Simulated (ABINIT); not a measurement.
Planning a run of ABINIT 10.8.3 on LaBiS2O (P4/nmm). The input:

```
acell 3*1.0 Angstrom
rprim 
  4.055497000000 0.000000000000 0.000000000000
  0.000000000000 4.055497000000 0.000000000000
  0.000000000000 0.000000000000 14.173265000000
ntypat 4
znucl 57 83 16 8
natom 10
typat 1 1 2 2 3 3 3 3 4 4
xred 
  0.500000000000 0.000000000000 0.587742000000
  0.000000000000 0.500000000000 0.412258000000
  0.000000000000 0.500000000000 0.867775000000
  0.500000000000 0.000000000000 0.132225000000
  0.500000000000 0.000000000000 0.890020000000
  0.000000000000 0.500000000000 0.109980000000
  0.000000000000 0.500000000000 0.690201000000
  0.500000000000 0.000000000000 0.309799000000
  0.000000000000 0.000000000000 0.500000000000
  0.500000000000 0.500000000000 0.500000000000
pp_dirpath "pseudos"
pseudos "La.upf, Bi.upf, S.upf, O.upf"
ecut 50
ngkpt 4 4 1
nshiftk 1
shiftk 0 0 0
kptopt 1
chksymbreak 0
istwfk *1
occopt 1
irdwfk 1
optdriver 99
bs_calctype 1
mbpt_sciss 0.149 eV
bs_loband 33
nband 57
bs_exchange_term 1
bs_coulomb_term 11
bs_coupling 0
bs_algorithm 1
bs_freq_mesh 0 7 0.05 eV
zcut 0.15 eV
ecuteps 3
ecutwfn 25
inclvkb 2
irdscr 1
indata_prefix "in"
outdata_prefix "out"
tmpdata_prefix "tmp"
```

```sh
OMP_NUM_THREADS=1 mpirun -n 4 abinit run.abi > log
```

Q: Estimate wall time and host memory on 4 MPI ranks of Arm Neoverse V2, shared host.

It took 8.5 min; on shared hardware allow 4.2 min to 17 min. Peak host memory was 1.8 GiB.

The kernel grows as the square of the matrix size, and full diagonalisation as its cube.

[Paths, hosts, dates, memory and timing lines, banners, echoed tables and standing remarks are left out of the program output.]

[Logs are printed without paths, hosts, clocks, repeated set-up lines and the standing remarks that a program may print on its own settings, such as how far it seeks lower states.]

[Runs of the session that timed out or met a known fault of the program may be left out.]

[Hosts, paths, dates, database ids (printed as entryN), source tags and the programs' standing remarks are cut or masked in the printed files.]

[G0W0 gaps are taken among the corrected bands and points alone; a level outside them can change the order at an edge.]

[Where Ansatz stands beside ABINIT at settings called matched, ABINIT's density can come from a denser mesh and the files from another edition; pairs whose starting gaps differed by over 0.03 eV were left out, so agreement reads better than it is.]
